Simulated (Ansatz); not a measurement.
# Phonons of Si2W (I4/mmm) against volume

Wanted: Grüneisen parameters and pressure coefficients of the modes of Si2W (I4/mmm).

Method: DFT LDA, scalar-relativistic, plane waves, PAW; PAW set soft_1, in Ansatz 0.2.0.

### Step 1. The starting structure

It takes space group I4/mmm (No. 139, tetragonal). Conventional cell: a = 3.214 Å, b = 3.214 Å, c = 7.830 Å, α = 90.00°, β = 90.00°, γ = 90.00°. Si has 5 Si at 2.59 to 2.63 Å and 5 W at 2.62 Å nearest. Nearest to W lie 10 Si at 2.62 Å. Farther neighbours are not listed.

### Step 2. Bringing the structure to rest

Harmonic phonons are second derivatives at a point where the forces vanish, and they are wanted at zero stress, so atoms and cell are relaxed first.

File input.yaml:

```yaml
crystal:
  lattice:
    - [-1.6069, 1.6069, 3.91495]
    - [1.6069, -1.6069, 3.91495]
    - [1.6069, 1.6069, -3.91495]
  atoms:
    - { symbol: Si, position: [0.3347, 0.3347, 0.0] }
    - { symbol: Si, position: [0.6653, 0.6653, 0.0] }
    - { symbol: W, position: [0.0, 0.0, 0.0] }
kpoints:
  mp_grid: { grid: [18, 18, 18] }
hamiltonian:
  xc: lda
  pseudopotentials: { kind: paw, azcp: { folder: soft_1 }, xc_functional: pbe }
scf:
  occupations: { method: gaussian, width: 0.1 }
output:
  forces: true
  stress: true
  eigenvalues: true
  write_density: true
  write_potential: true
  elf: true
  volumetric_format: npy
relax:
  adjacent_minimum: "off"
  f_tol: 0.005
  max_steps: 80
  cell: { stress_tol: 0.05 }
```

On the command line:

```console
> ansatz run input.yaml --threads 4 --pin off --max-ram 10240MiB --backend cpu --events-out ev --progress --plain --runs-dir out
```

Numbers of over 12 decimals in the logs are rounded to 6 here.

What it wrote:

```text
Engine: ansatz 0.2.0, aarch64-unknown-linux-gnu
Pseudopotentials: kind: paw
Pseudopotential: Si, paw, valence charge 4, recommended cutoff 420 eV (normal), soft_1/Si.paw.azcp
Pseudopotential: W, paw, valence charge 14, recommended cutoff 420 eV (normal), soft_1/W.paw.azcp
Functional definition: SPW92
  exchange = slater_x
  correlation = pw_c
Crystal: 3 atoms, lattice volume = 40.436 Å³
Basis set: ecut = 420 eV, 793 PW (Γ)
Bands: 15, of which v1, the nominal top of the filled ones, is band 11 counted from 1 (10 counted from 0)
Symmetry: 16 space group operations
Space group: I4/mmm (ITA 139), of the structure as read, at distance tolerance 3.4e-5 Å
k-points: 480 of 5832
Non-local potential: Si, projectors of the file, l = 0: 2, l = 1: 2, l = 2: 1
Non-local potential: W, projectors of the file, l = 0: 3, l = 1: 2, l = 2: 2, l = 3: 1
PAW form: soft (Blöchl's): semilocal exchange-correlation on the pseudo side does not see the compensation charge
PAW frozen core: Si, regenerated for the run's functional, and the local potential with it (the file was generated under x = pbe(κ = 0.804, μ = 0.219515), c = pbe(β = 0.066725))
PAW frozen core: W, regenerated for the run's functional, and the local potential with it (the file was generated under x = pbe(κ = 0.804, μ = 0.219515), c = pbe(β = 0.066725))
PAW one-centre angular grid: Si, 110 points (default); XC on 64 Gauss nodes
PAW one-centre angular grid: W, 590 points (default); XC on 64 Gauss nodes
Initial density: superposition of atomic densities (chi_scale 0.1, normalization cell, long waves kept (reshape's long-wave potential 0.00 eV rms))
Initial wavefunctions: pseudopotential atomic-orbital guess
Functional: x = slater, c = lda
SCF iter   1: F=—  HF=-11349.573499 eV  |F-HF|=—  |Δ(HF+E_count)|=         —  Δρ=4.69e-2  dr2=8.78e-1  ethr=3.10e-3  ⟨swp⟩=5.6  Hψ=43046  notcnv=0
preconditioner: auto → Kerker (q_TF=auto, 2.465 Å⁻¹)  [metal: Δε(μ)=0.120 eV  Ē_g=8.228 eV  σ=0.100 eV  W_gap=0.48  n_scr=10 (ndim 8)  ℏωp=21.8 eV  f_vac=0.000  D(μ)=0.24/eV (n_scr^D=0)]
SCF iter   2: F=—  HF=-11349.354388 eV  |F-HF|=—  |Δ(HF+E_count)|=   2.19e-1  Δρ=2.47e-2  dr2=1.87e-1  ethr=3.10e-3  ⟨swp⟩=2.1  Hψ=13109  notcnv=0  defer=2
SCF iter   3: F=—  HF=-11349.289219 eV  |F-HF|=—  |Δ(HF+E_count)|=   6.52e-2  Δρ=6.35e-3  dr2=1.31e-2  ethr=8.49e-4  ⟨swp⟩=2.7  Hψ=12965  notcnv=0  defer=10
SCF iter   4: F=—  HF=-11349.284578 eV  |F-HF|=—  |Δ(HF+E_count)|=   4.64e-3  Δρ=5.20e-4  dr2=7.06e-5  ethr=5.96e-5  ⟨swp⟩=2.4  Hψ=11540  notcnv=0  defer=10
SCF iter   5: F=—  HF=-11349.284561 eV  |F-HF|=—  |Δ(HF+E_count)|=   1.71e-5  Δρ=6.56e-5  dr2=1.44e-6  ethr=3.21e-7  ⟨swp⟩=2.7  Hψ=12104  notcnv=0  defer=12
SCF iter   6: F=-11349.284561 eV  HF=-11349.284561 eV  |F-HF|=1.84e-8  |Δ(HF+E_count)|=   1.38e-7  Δρ=1.01e-5  dr2=4.19e-8  ethr=4.55e-10  ⟨swp⟩=9.7  Hψ=50040  notcnv=0
SCF 1 converged in 6 iterations: F = -11349.284561 eV  dr2 = 4.19e-8
  greatest PAW one-centre occupation: 0.999 electrons in one spin orbital (limit 2), on the W atom at site 2 (counted from 0), in its partial waves of l = 0
relax step   1: F+E_penalty+E_count = -11349.28456062 eV  Δ(F+E_penalty+E_count) = +0.000e0 eV  max|allowed force component| = 6.486e-2 eV/Å  Δτ_max = 0.0000 Å  P = -5.690 GPa  Ω = 40.436 Å³  (6 SCF iters, dr2 threshold 1.00e-7 eV, accepted)
Crystal: 3 atoms, lattice volume = 39.058 Å³
Basis set: ecut = 420 eV, 769 PW (Γ)
Initial density: handed on by an earlier stage of this run
Initial wavefunctions: those handed on with the density
iter 1 solved again at ethr=4.94e-6 eV; its pass at ethr=3.10e-3 eV (dr2=1.09e-3 eV) is discarded
SCF iter   1: F=—  HF=-11349.299909 eV  |F-HF|=—  |Δ(HF+E_count)|=         —  Δρ=1.43e-3  dr2=1.20e-3  ethr=4.94e-6  ⟨swp⟩=1.3  Hψ=46026  notcnv=0
preconditioner: auto → Kerker (q_TF=auto, 2.479 Å⁻¹)  [metal: Δε(μ)=0.078 eV  Ē_g=8.316 eV  σ=0.100 eV  W_gap=0.41  n_scr=10 (ndim 8)  ℏωp=22.2 eV  f_vac=0.000  D(μ)=0.17/eV (n_scr^D=0)]
SCF iter   2: F=—  HF=-11349.299621 eV  |F-HF|=—  |Δ(HF+E_count)|=   2.87e-4  Δρ=8.24e-4  dr2=3.41e-4  ethr=4.94e-6  ⟨swp⟩=1.0  Hψ=7219  notcnv=0
SCF iter   3: F=—  HF=-11349.299494 eV  |F-HF|=—  |Δ(HF+E_count)|=   1.27e-4  Δρ=1.61e-4  dr2=1.22e-5  ethr=1.55e-6  ⟨swp⟩=2.4  Hψ=10429  notcnv=0
SCF iter   4: F=—  HF=-11349.299491 eV  |F-HF|=—  |Δ(HF+E_count)|=   3.30e-6  Δρ=2.79e-5  dr2=3.05e-7  ethr=5.53e-8  ⟨swp⟩=2.3  Hψ=10228  notcnv=0
SCF iter   5: F=-11349.299491 eV  HF=-11349.299491 eV  |F-HF|=4.14e-9  |Δ(HF+E_count)|=   6.75e-8  Δρ=4.42e-6  dr2=8.09e-9  ethr=1.36e-9  ⟨swp⟩=8.7  Hψ=47009  notcnv=0
SCF 2 converged in 5 iterations: F = -11349.299491 eV  dr2 = 8.09e-9
relax step   2: F+E_penalty+E_count = -11349.29949064 eV  Δ(F+E_penalty+E_count) = -1.493e-2 eV  max|allowed force component| = 6.492e-2 eV/Å  Δτ_max = 0.0018 Å  P = +2.395 GPa  Ω = 39.058 Å³  energy of the carried Pulay correction = +2.457e-4 eV  (5 SCF iters, dr2 threshold 3.00e-7 eV, accepted)
Crystal: 3 atoms, lattice volume = 39.461 Å³
iter 1 solved again at ethr=9.99e-7 eV; its pass at ethr=3.10e-3 eV (dr2=2.20e-4 eV) is discarded
SCF iter   1: F=—  HF=-11349.302816 eV  |F-HF|=—  |Δ(HF+E_count)|=         —  Δρ=5.80e-4  dr2=2.52e-4  ethr=9.99e-7  ⟨swp⟩=2.1  Hψ=45357  notcnv=0
preconditioner: auto → Kerker (q_TF=auto, 2.475 Å⁻¹)  [metal: Δε(μ)=0.084 eV  Ē_g=8.245 eV  σ=0.100 eV  W_gap=0.43  n_scr=10 (ndim 8)  ℏωp=22.1 eV  f_vac=0.000  D(μ)=0.17/eV (n_scr^D=0)]
SCF iter   2: F=—  HF=-11349.302760 eV  |F-HF|=—  |Δ(HF+E_count)|=   5.56e-5  Δρ=3.20e-4  dr2=7.10e-5  ethr=9.99e-7  ⟨swp⟩=1.1  Hψ=7368  notcnv=0
SCF iter   3: F=—  HF=-11349.302734 eV  |F-HF|=—  |Δ(HF+E_count)|=   2.64e-5  Δρ=6.56e-5  dr2=3.84e-6  ethr=3.23e-7  ⟨swp⟩=2.6  Hψ=10461  notcnv=0
SCF iter   4: F=-11349.302733 eV  HF=-11349.302733 eV  |F-HF|=4.79e-8  |Δ(HF+E_count)|=   1.12e-6  Δρ=1.47e-5  dr2=8.42e-8  ethr=1.36e-9  ⟨swp⟩=6.3  Hψ=44403  notcnv=0
SCF 3 converged in 4 iterations: F = -11349.302733 eV  dr2 = 8.42e-8
relax step   3: F+E_penalty+E_count = -11349.30273277 eV  Δ(F+E_penalty+E_count) = -3.242e-3 eV  max|allowed force component| = 1.187e-2 eV/Å  Δτ_max = 0.0012 Å  P = -0.096 GPa  Ω = 39.461 Å³  energy of the carried Pulay correction = +1.729e-4 eV  (4 SCF iters, dr2 threshold 3.00e-7 eV, accepted)
[...]
relax step   4: F+E_penalty+E_count = -11349.30275226 eV  Δ(F+E_penalty+E_count) = -1.949e-5 eV  max|allowed force component| = 4.377e-3 eV/Å  Δτ_max = 0.0004 Å  P = -0.011 GPa  Ω = 39.444 Å³  energy of the carried Pulay correction = +1.759e-4 eV  (3 SCF iters, dr2 threshold 5.45e-8 eV, accepted)
Initial wavefunctions: pseudopotential atomic-orbital guess (no wavefunctions were taken with the density)
iter 1 solved again at ethr=1.47e-8 eV; its pass at ethr=3.10e-3 eV (dr2=3.23e-6 eV) is discarded
SCF iter   1: F=—  HF=-11349.302574 eV  |F-HF|=—  |Δ(HF+E_count)|=         —  Δρ=3.04e-5  dr2=5.16e-8  ethr=1.47e-8  ⟨swp⟩=3.0  Hψ=63803  notcnv=0
preconditioner: auto → Kerker (q_TF=auto, 2.475 Å⁻¹)  [metal: Δε(μ)=0.085 eV  Ē_g=8.247 eV  σ=0.100 eV  W_gap=0.44  n_scr=10 (ndim 8)  ℏωp=22.1 eV  f_vac=0.000  D(μ)=0.17/eV (n_scr^D=0)]
SCF iter   2: F=—  HF=-11349.302573 eV  |F-HF|=—  |Δ(HF+E_count)|=   1.46e-6  Δρ=1.60e-5  dr2=1.44e-8  ethr=2.35e-10  ⟨swp⟩=1.4  Hψ=7989  notcnv=0
SCF iter   3: F=—  HF=-11349.302573 eV  |F-HF|=—  |Δ(HF+E_count)|=   3.29e-9  Δρ=5.76e-7  dr2=1.07e-10  ethr=6.53e-11  ⟨swp⟩=2.9  Hψ=12113  notcnv=0
SCF iter   4: F=-11349.302573 eV  HF=-11349.302573 eV  |F-HF|=3.64e-12  |Δ(HF+E_count)|=  2.73e-11  Δρ=1.52e-7  dr2=1.20e-11  ethr=1.00e-12  ⟨swp⟩=5.8  Hψ=32979  notcnv=0
SCF 5 converged in 4 iterations: F = -11349.302573 eV  dr2 = 1.20e-11
relax step   5: F+E_penalty+E_count = -11349.30257290 eV  Δ(F+E_penalty+E_count) = +1.794e-4 eV  max|allowed force component| = 4.369e-3 eV/Å  Δτ_max = 0.0000 Å  P = -0.010 GPa  Ω = 39.444 Å³  stress off target by 2.25e-2 GPa  SCF on the basis re-selected at this cell (its energy is not comparable with the rows above)  (4 SCF iters)
basis re-selected at this cell: Δ(F+E_penalty+E_count) = +1.794e-4 eV, ΔP = +0.001 GPa vs the last step (what re-selecting the basis moved, of the pressure what is left beyond the Pulay correction that the steps carried, after the strain that the cell walked since its last selection, with what the two solves' SCF thresholds leave and, on support functions, any second-order correction that the steps lacked; it is no m [...]
SCF converged after 4 iterations
Free energy (F): -11349.302573 eV
Harris-Foulkes:  -11349.302573 eV  (|F-HF|=3.64e-12)
Internal energy: -11349.301707 eV  (E = F + TS)
E sigma→0 (E₀):  -11349.302140 eV
Entropy (-TS):   -0.000866 eV (-0.289 meV/atom)
Fermi energy:    16.850489 eV
--- Per-component energies (eV) ---
  E_band       = -78.234470
  E_kinetic    = 516.210489
  E_local      = -877.071666  (includes V_loc(G=0)·N_el)
  E_nonlocal   = 26.431876
  E_hartree    = 381.501750
  E_xc         = -383.697947
  E_vxc        = -335.249006  (∫ρ·V_xc dr)
  E_paw        = -9294.604766  (= ΣΔE_a)
  E_vpaw       = -171.559943  (= ΣTr[D̂ρ^β])
  E_aug_tail   = 0.000201  (compensation charges beyond the density's cutoff)
  E_ewald      = -1718.523555
  E_core_change = 0.451911  (= ΣΔE_core)
  E_smearing   = -0.000866  (= −TS)
  E_closure    = -0.000000  (closes the sum)
  Σ components = -11349.302573   (vs F -11349.302573, Δ=0.00e0)
--- Forces (eV/Å), atoms counted from 1 ---
  atom   1  Si     0.00000000     0.00000000    -0.00436944
  atom   2  Si    -0.00000000     0.00000000     0.00436944
  atom   3  W     -0.00000000     0.00000000     0.00000000
  max |Σ_I F_I| component: 7.63e-17 eV/Å
--- Stress (GPa, compression-positive) ---
       -0.003859       0.000000      -0.000000
        0.000000      -0.003859       0.000000
       -0.000000       0.000000      -0.022488
  P = ⅓ Tr σ = -0.0101 GPa (-0.101 kbar)
--- Band table (eV; the first three rows and the last of 480) ---
  k-point 0: bands = [... 7 lower, 13.3849, 13.9567, 13.9567, 17.4751, 19.7475, 19.7969, 20.0325, 20.0325]
  k-point 1: bands = [... 7 lower, 13.4124, 13.6895, 14.3753, 16.9528, 19.5843, 20.1081, 20.1162, 20.1335]
  k-point 2: bands = [... 7 lower, 13.0529, 13.4980, 14.9242, 15.8220, 19.3575, 20.3071, 20.3502, 20.7664]
  k-point 479: bands = [... 7 lower, 14.2090, 16.0582, 16.0582, 16.3206, 16.3206, 17.6581, 21.4171, 21.8912]
--- Relaxed structure (4 steps of the walk, 4 accepted, 1 SCFs on fresh bases) ---
  F+E_penalty+E_count = -11349.30257290 eV   max|allowed force component| = 4.369e-3 eV/Å   (the final SCF, on the basis selected at the relaxed cell)
  cell:  # Å, volume = 39.4444 Å³
    - [-1.592904, 1.592904, 3.886388]
    - [1.592904, -1.592904, 3.886388]
    - [1.592904, 1.592904, -3.886388]
  atoms:
    - { symbol: Si, position: [0.334718, 0.334718, 0] }
    - { symbol: Si, position: [0.665282, 0.665282, 0] }
    - { symbol: W, position: [0, 0, 0] }
```

Elapsed: 36 s, on 4 threads of Arm Neoverse N1, shared host; peak memory 0.57 GiB.

Step by step:

| step | energy less that of the first step (eV) | largest force component (eV/Å) | pressure (GPa) | volume (Å³) |
| --- | --- | --- | --- | --- |
| 1 | 0.0000 | 0.0649 | -5.69 | 40.44 |
| 2 | -0.0149 | 0.0649 | 2.40 | 39.06 |
| 3 | -0.0182 | 0.0119 | -0.10 | 39.46 |
| 4 | -0.0182 | 0.0044 | -0.01 | 39.44 |
| 5* | -0.0180 | 0.0044 | -0.01 | 39.44 |

Relaxation steps marked * repeat the geometry before them on a plane-wave basis chosen anew for their cell, so energy and pressure can jump there.

Forces are held to the 16 operations that the run works with; a distortion that breaks them can't arise in this run.

| conventional cell, symmetrised | before | after | change |
| --- | --- | --- | --- |
| a (Å) | 3.214 | 3.186 | -0.9 % |
| b (Å) | 3.214 | 3.186 | -0.9 % |
| c (Å) | 7.830 | 7.773 | -0.7 % |
| volume (Å³/atom) | 13.48 | 13.15 | -2.5 % |

The relaxed structure:

```cif
data_structure
_symmetry_space_group_name_H-M 'P 1'
_symmetry_Int_Tables_number 1
_cell_length_a 4.4921
_cell_length_b 4.4921
_cell_length_c 4.4921
_cell_angle_alpha 138.462
_cell_angle_beta 138.462
_cell_angle_gamma 60.197
_cell_volume 39.44
loop_
_atom_site_label
_atom_site_type_symbol
_atom_site_fract_x
_atom_site_fract_y
_atom_site_fract_z
_atom_site_occupancy
Si1 Si 0.33472 0.33472 0.00000 1
Si2 Si 0.66528 0.66528 0.00000 1
W3 W 0.00000 0.00000 0.00000 1
```

Numbers from this step:

```yaml
pressure: -0.01007 GPa
volume_per_atom: 13.15 Å³
gap_on_the_k_mesh: 0 eV
```

Valence density in the ac plane of the conventional cell at fractional y = 0.000, with atoms of Si and W within 0.2 Å of it. It is the smooth field of the valence electrons, not physical close to the nuclei.

Values in e/Å³, 24 rows by 14 columns, each cell a mean:
```
5.6 5.5 4.1 2.0 0.7 0.3 0.3 0.3 0.3 0.4 1.0 2.6 4.8 5.6
3.9 3.4 2.1 1.0 0.5 0.3 0.3 0.3 0.3 0.4 0.6 1.3 2.6 3.6
1.2 1.0 0.7 0.5 0.3 0.3 0.2 0.2 0.2 0.3 0.4 0.5 0.8 1.1
0.5 0.4 0.4 0.3 0.3 0.2 0.2 0.2 0.2 0.2 0.3 0.3 0.4 0.5
0.5 0.4 0.4 0.3 0.3 0.2 0.2 0.2 0.2 0.2 0.3 0.3 0.4 0.4
0.5 0.4 0.4 0.3 0.3 0.2 0.2 0.2 0.2 0.2 0.3 0.4 0.4 0.4
0.3 0.3 0.3 0.4 0.3 0.2 0.2 0.2 0.2 0.2 0.3 0.4 0.3 0.3
0.2 0.2 0.3 0.4 0.3 0.3 0.2 0.2 0.2 0.3 0.3 0.3 0.2 0.2
0.2 0.2 0.3 0.4 0.4 0.3 0.2 0.2 0.2 0.3 0.4 0.4 0.3 0.2
0.3 0.3 0.4 0.4 0.4 0.3 0.3 0.2 0.3 0.3 0.4 0.4 0.4 0.3
0.4 0.4 0.4 0.4 0.3 0.3 0.3 0.3 0.3 0.3 0.3 0.4 0.4 0.4
0.3 0.3 0.3 0.3 0.3 0.3 0.3 0.3 0.3 0.3 0.3 0.3 0.3 0.3
0.4 0.4 0.3 0.3 0.3 0.3 0.3 0.3 0.3 0.3 0.3 0.3 0.4 0.4
0.4 0.4 0.4 0.4 0.3 0.3 0.3 0.3 0.3 0.3 0.4 0.4 0.4 0.4
0.2 0.3 0.4 0.4 0.4 0.3 0.3 0.2 0.3 0.3 0.4 0.4 0.3 0.3
0.1 0.2 0.3 0.4 0.4 0.3 0.2 0.2 0.2 0.3 0.4 0.4 0.3 0.2
0.2 0.2 0.3 0.3 0.3 0.2 0.2 0.2 0.2 0.3 0.3 0.3 0.3 0.2
0.4 0.4 0.4 0.4 0.3 0.2 0.2 0.2 0.2 0.2 0.3 0.4 0.4 0.4
0.5 0.5 0.4 0.3 0.3 0.2 0.2 0.2 0.2 0.2 0.3 0.3 0.4 0.5
0.4 0.4 0.4 0.3 0.3 0.2 0.2 0.2 0.2 0.2 0.3 0.3 0.4 0.4
0.7 0.6 0.5 0.4 0.3 0.2 0.2 0.2 0.2 0.3 0.3 0.4 0.5 0.6
2.3 2.0 1.3 0.7 0.4 0.3 0.3 0.2 0.3 0.3 0.5 0.8 1.5 2.1
5.3 4.8 3.3 1.5 0.6 0.3 0.3 0.3 0.3 0.4 0.8 2.0 3.9 5.0
5.3 5.7 4.6 2.3 0.8 0.4 0.3 0.3 0.3 0.4 1.1 3.0 5.2 5.6
```
Columns run along a (3.2 Å), rows up along c (7.8 Å), edges of the conventional cell, whose origin can differ from the input's. Atoms in or near the plane, at fractional coordinates: Si at (0.00, 0.33), Si at (0.00, 0.67), W at (0.00, 0.00).

Electrostatic potential energy in the ac plane of the conventional cell at fractional y = 0.000, with atoms of Si and W within 0.2 Å of it. With pseudopotentials it is smooth inside the atoms' cores, unlike the true potential.

Ten even steps from '_' (-29 eV) to '@' (18 eV), each cell a mean:
```
______::++%%@@@@@@##==..____
____::++##@@@@@@@@%%##==..__
==++**%%@@@@@@@@@@@@%%##**++
%%%%@@@@@@@@@@@@@@@@@@@@%%%%
%%%%%%@@@@@@@@@@@@@@@@@@%%%%
====**%%@@@@@@@@@@@@%%##++==
--::::++%%@@@@@@@@@@##==::::
%%++..--##@@@@@@@@%%**::::**
**--..==##@@@@@@@@%%##--::==
::::==##%%@@@@@@@@@@%%**--::
****%%%%@@@@@@@@@@@@@@%%##**
%%%%@@@@@@@@@@@@@@@@@@@@@@%%
%%%%%%@@@@@@@@@@@@@@@@@@%%%%
--==**%%@@@@@@@@@@@@%%##++==
--::::++%%@@@@@@@@@@##==::::
%%++..--##@@@@@@@@%%**::::**
++--..==##@@@@@@@@%%##--..==
::::==##%%@@@@@@@@@@%%**--::
**##%%@@@@@@@@@@@@@@@@%%####
%%%%@@@@@@@@@@@@@@@@@@@@@@%%
**##%%%%@@@@@@@@@@@@@@%%####
::::==**%%@@@@@@@@@@%%**--::
______--**%%@@@@@@%%++::____
______..++%%@@@@@@##==______
```
Columns run along a (3.2 Å; values clipped at the 3rd and 97th percentile), rows up along c (7.8 Å), edges of the conventional cell, whose origin can differ from the input's. Atoms in or near the plane, at fractional coordinates: Si at (0.00, 0.33), Si at (0.00, 0.67), W at (0.00, 0.00).

ELF in the ac plane of the conventional cell at fractional y = 0.000, with atoms of Si and W within 0.2 Å of it. It is the smooth field of the valence electrons, not physical close to the nuclei.

Values, 24 rows by 14 columns, each cell a mean:
```
0.36 0.51 0.64 0.50 0.25 0.19 0.30 0.36 0.27 0.18 0.31 0.57 0.65 0.48
0.60 0.60 0.53 0.37 0.23 0.25 0.34 0.38 0.32 0.23 0.25 0.42 0.58 0.60
0.35 0.35 0.31 0.27 0.27 0.31 0.35 0.36 0.34 0.30 0.26 0.27 0.32 0.35
0.37 0.37 0.37 0.37 0.34 0.31 0.28 0.28 0.29 0.32 0.36 0.37 0.38 0.38
0.67 0.65 0.60 0.51 0.39 0.26 0.19 0.17 0.20 0.30 0.43 0.55 0.63 0.66
0.69 0.68 0.65 0.57 0.41 0.23 0.14 0.11 0.16 0.29 0.46 0.59 0.66 0.68
0.47 0.45 0.47 0.50 0.43 0.27 0.17 0.13 0.19 0.33 0.46 0.49 0.46 0.46
0.42 0.34 0.36 0.48 0.51 0.39 0.27 0.23 0.29 0.44 0.51 0.44 0.33 0.36
0.35 0.33 0.43 0.57 0.61 0.51 0.38 0.34 0.41 0.55 0.62 0.54 0.37 0.32
0.31 0.39 0.54 0.64 0.64 0.53 0.43 0.39 0.45 0.57 0.65 0.63 0.49 0.36
0.45 0.49 0.56 0.58 0.55 0.47 0.41 0.39 0.42 0.50 0.57 0.58 0.54 0.47
0.45 0.46 0.49 0.49 0.46 0.42 0.38 0.37 0.39 0.43 0.47 0.49 0.48 0.46
0.46 0.48 0.52 0.53 0.50 0.44 0.39 0.38 0.40 0.46 0.51 0.53 0.51 0.47
0.39 0.45 0.57 0.63 0.60 0.51 0.43 0.40 0.44 0.55 0.62 0.62 0.53 0.43
0.28 0.33 0.48 0.62 0.64 0.53 0.42 0.37 0.44 0.58 0.65 0.59 0.43 0.32
0.42 0.33 0.37 0.51 0.56 0.45 0.33 0.28 0.35 0.50 0.56 0.47 0.34 0.35
0.42 0.37 0.39 0.47 0.46 0.32 0.21 0.17 0.23 0.37 0.48 0.45 0.37 0.38
0.58 0.58 0.58 0.54 0.42 0.24 0.14 0.11 0.16 0.30 0.46 0.56 0.58 0.58
0.73 0.71 0.66 0.56 0.40 0.24 0.16 0.13 0.17 0.29 0.45 0.59 0.69 0.72
0.52 0.51 0.49 0.45 0.37 0.29 0.24 0.22 0.25 0.31 0.39 0.46 0.50 0.51
0.28 0.30 0.30 0.30 0.31 0.32 0.33 0.33 0.33 0.32 0.30 0.30 0.30 0.29
0.52 0.50 0.41 0.29 0.24 0.29 0.35 0.38 0.34 0.26 0.24 0.33 0.45 0.51
0.53 0.61 0.63 0.45 0.24 0.22 0.32 0.37 0.29 0.20 0.28 0.52 0.64 0.58
0.15 0.41 0.64 0.53 0.26 0.18 0.28 0.35 0.25 0.17 0.33 0.59 0.59 0.31
```
Columns run along a (3.2 Å), rows up along c (7.8 Å), edges of the conventional cell, whose origin can differ from the input's. Atoms in or near the plane, at fractional coordinates: Si at (0.00, 0.33), Si at (0.00, 0.67), W at (0.00, 0.00).

In this step the volume went from 13.48 to 13.15 Å³/atom.

(Part 1 of 3 ends here.)

[Logs are printed without paths, hosts, clocks, repeated set-up lines and the standing remarks that a program may print on its own settings, such as how far it seeks lower states.]

[Hosts, paths, dates, database ids (printed as entryN), source tags and the programs' standing remarks are cut or masked in the printed files.]
